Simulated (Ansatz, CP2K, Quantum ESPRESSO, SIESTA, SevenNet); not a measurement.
**Amorphous HfO2 at 8.88 g/cm³ (84 atoms): relaxed, then solved by several programs**

What does relaxation change in amorphous HfO2 at 8.88 g/cm³ (84 atoms), and how far do other programs agree with plane waves on the relaxed cell?

All numbers are calculated, not measured.

**1. The cell**

The cell holds 84 atoms (28 Hf and 56 O), with edges of 10.33, 10.33 and 10.33 Å. Recipe: 84 atoms (28 Zr, 56 O) placed at random at 5.2 g/cm³, melted at 5000 K for 10 ps at fixed volume with the Morse and Coulomb pair potential with partial charges (Pedone, Malavasi, Menziani, Cormack and Segre, J. Phys. Chem. B 110, 11780 (2006)). Quenched from 5000 K to 300 K at 50 K/ps and fixed volume, held 5 ps, then minimised at fixed cell. Then Zr was replaced by Hf at the same volume (the potential has no terms for Hf, so the cell is a start for a DFT relaxation). Then the atoms were relaxed with SevenNet 0 in the fixed cell. Then the atoms were relaxed with CP2K double zeta, PBE.

**2. The relaxation**

CP2K double zeta (DZVP-MOLOPT-SR, GTH-PBE potentials, 480 Ry; k-points Γ) took 21 geometry steps and reached its thresholds. It started from the geometry that SevenNet 0 had relaxed.

Run time: 16 min. Hardware: 8 threads of Arm Neoverse V1, shared host; peak memory 2 GiB; 1.7 h of CPU time.

```
                                 before           after
      energy (meV/atom)               0            -3.7
Hf-O bonds under 2.88 Å  177 at 2.163 Å  177 at 2.162 Å
```

Atoms moved by 0.04 Å r.m.s. and 0.11 Å at most, with the common shift taken off.

**3. Local order after relaxation**

Density 8.88 g/cm³, 13.12 Å³ an atom.

g(r), total and by pair (bins of 0.2 Å):

```
r (Å)  total   O-O  O-Hf  Hf-Hf
 1.90   0.29  0.00  0.66   0.00
 2.10   3.24  0.00  7.28   0.00
 2.30   1.06  0.05  2.33   0.00
 2.50   0.48  0.74  0.35   0.00
 2.70   1.14  2.46  0.11   0.00
 2.90   1.17  2.59  0.03   0.00
 3.10   0.88  1.79  0.12   0.34
 3.30   0.94  1.12  0.33   2.67
 3.50   0.84  0.78  0.55   2.29
 3.70   1.01  0.47  1.21   2.37
 3.90   0.93  0.72  0.89   1.92
 4.10   1.17  1.08  1.18   1.41
 4.30   0.98  0.72  1.30   0.72
 4.50   0.88  0.64  1.29   0.17
 4.70   1.10  0.66  1.66   0.66
 4.90   1.02  0.92  1.21   0.73
 5.10   1.02  1.23  0.89   0.73
```

Bonds by pair of elements; cutoffs follow the first minimum of g(r), held within bounds set by covalent radii, and pairs that aren't listed don't count as bonded:

```
pair A-B  cutoff (Å)  bonds  mean length (Å)  spread (Å)  shortest (Å)  B about A  A about B
    O-Hf        2.88    177             2.16       0.146          1.91       3.16       6.32
```

How many atoms have how many bonded neighbours:

```
element  mean  2   3   4   6  7  8
     Hf  6.32  0   0   0  20  7  1
      O  3.16  3  41  12   0  0  0
```

Bond angles, per cent of each kind in bins of 5°:

```
angle (°)  O-Hf-O  Hf-O-Hf
    60–65     0.8      0.0
    65–70     3.8      0.0
    70–75     8.8      0.0
    75–80    14.3      0.5
    80–85     8.8      1.0
    85–90     9.0      0.5
    90–95     8.4      6.6
   95–100     5.5      9.1
  100–105     4.4     21.2
  105–110     4.2     11.1
  110–115     2.5      6.1
  115–120     2.9      5.6
  120–125     2.3      9.1
  125–130     2.7      9.6
  130–135     1.3      5.6
  135–140     2.9      4.0
  140–145     1.9      4.5
  145–150     3.2      3.0
  150–155     2.3      1.0
  155–160     3.4      0.5
  160–165     3.4      0.5
  165–170     1.7      0.5
  170–175     0.6      0.0
  175–180     0.6      0.0
```

Bond angles (no mean is given where the spread exceeds 20°):

```
  angle  count  mean (°)  spread (°)
 O-Hf-O    475         -           -
Hf-O-Hf    198       115        17.1
```

Bond length by coordination (bonds to H left out):

```
element  coordination  atoms  mean bond length (Å)
     Hf             6     20                  2.14
     Hf             7      7                  2.20
     Hf             8      1                  2.27
      O             2      3                  1.97
      O             3     41                  2.13
      O             4     12                  2.27
```

First main peaks of g(r), for some of the pairs, lie near 2.9 Å (O-O) and 2.1 Å (O-Hf). Counting bonds as in the table, 71 % of Hf atoms have 6 and 73 % of O atoms have 3 bonded neighbours. Bonds at O atoms with 2 neighbours average 1.97 Å, against 2.27 Å at those with 4.

**4. The plane-wave reference**

Quantum ESPRESSO 7.5: Kohn-Sham DFT, PBE, SSSP efficiency 1.3.0 pseudopotentials, plane waves. Its input for the relaxed cell:

```
&control
  calculation = 'scf'
  pseudo_dir = './pseudo'
  outdir = './tmp'
  disk_io = 'none'
  tprnfor = .true.
  tstress = .true.
/
&system
  ibrav = 0
  nat = 84
  ntyp = 2
  ecutwfc = 60
  ecutrho = 480
  nosym = .true.
  occupations = 'smearing'
  smearing = 'fd'
  degauss = 0.003675
/
&electrons
  conv_thr = 4.2e-07
  electron_maxstep = 100
  mixing_beta = 0.4
  mixing_mode = 'plain'
  diagonalization = 'david'
/
ATOMIC_SPECIES
Hf 178.490 Hf.upf
O 15.999 O.upf
CELL_PARAMETERS angstrom
10.32830 0.00000 0.00000
0.00000 10.32830 0.00000
0.00000 0.00000 10.32830
ATOMIC_POSITIONS crystal
Hf 0.88975 0.38280 0.53360
Hf 0.75543 0.86555 0.83515
Hf 0.68399 0.48961 0.79787
[... 79 atom lines left out ...]
O 0.50660 0.68200 0.38996
O 0.57664 0.16612 0.56870
K_POINTS gamma
```

It took 2.2 min on 8 MPI ranks of Arm Neoverse V1, shared host; peak memory 4.2 GiB; 18 min of CPU time.

**5. Side by side**

CPU times are from a shared host and are rough.

| level | basis or training data | k-points | own r.m.s. force (meV/Å) | difference from the reference (meV/Å) | pressure (GPa) | Kohn-Sham gap (eV) | CPU time | memory (GiB) |
| --- | --- | --- | --- | --- | --- | --- | --- | --- |
| QE, PBE | plane waves, SSSP efficiency, 60/480 Ry | Γ | 119 | - | -4.35 | 3.82 | 18 min | 4.2 |
| CP2K triple zeta, PBE | TZV2P-UZH, GTH-PBE potentials, 600 Ry | Γ | 75 | 96 | -7.60 | 3.87 | 15 min | 7.5 |
| SIESTA DZP, PBE | DZP orbitals, shift 0.01 Ry, mesh 400 Ry | Γ | 216 | 120 | -2.43 | 3.61 | 5.6 min | 2.0 |
| SevenNet 0 | trained on PBE(+U) plane-wave data | - | 151 | 89 | -4.61 | - | 9.2 s | 0.94 |

The gap is the spacing of the highest filled and lowest empty Kohn-Sham level on the mesh; a dash marks partly filled levels, a spacing under 0.15 eV or a method without such levels.

**6. Findings**

Relaxation in the fixed cell lowers the energy by 4 meV/atom at its own level and moves atoms by up to 0.11 Å. The reference finds an r.m.s. force of 119 meV/Å there and a pressure of -4.35 GPa, at a geometry that CP2K double zeta made. Forces differ from the reference's by 89 meV/Å (SevenNet 0), 96 meV/Å (CP2K triple zeta, PBE) and 120 meV/Å (SIESTA DZP, PBE).

CP2K double zeta is at its own minimum here, so the reference's force is itself a measure of how the two differ. Pressures lie -0.3 GPa (SevenNet 0), -3.3 GPa (CP2K triple zeta, PBE) and +1.9 GPa (SIESTA DZP, PBE) from the reference's. The highest filled and lowest empty levels lie 3.82 eV apart in the reference, against 3.87 eV in CP2K triple zeta, PBE and 3.61 eV in SIESTA DZP, PBE. Counting bonds as in the table, 71 % of Hf atoms have 6 and 73 % of O atoms have 3 bonded neighbours.

Caveats: The density was set by the recipe and held. One sample of a disordered cell; defect or tail levels can set the gap. Gaps are read on the mesh, which holds the band edges only if they fold onto it, and semilocal functionals tend to put them under measured ones. The quench rate of 50 K/ps is many orders above laboratory rates, so the cell is likely richer in defects and strain than a real sample. The reference samples only Γ, in a cell whose shortest periodic width is 10 Å. Spin–orbit coupling is left out, which matters for the levels of the heavy elements. The plane-wave runs aren't exact: their cutoffs and mesh weren't converged further here. SIESTA's automatically made basis is far from complete, and its potentials were converted by us (checked for H, C, O, Si, Ge and Ca alone). Where levels are smeared, the DFT runs use Fermi–Dirac occupations at 580 K (0.05 eV), and energies are free energies.

[Logs are printed without paths, hosts, clocks, repeated set-up lines and the standing remarks that a program may print on its own settings, such as how far it seeks lower states.]

[Hosts, paths, dates, database ids (printed as entryN), source tags and the programs' standing remarks are cut or masked in the printed files.]
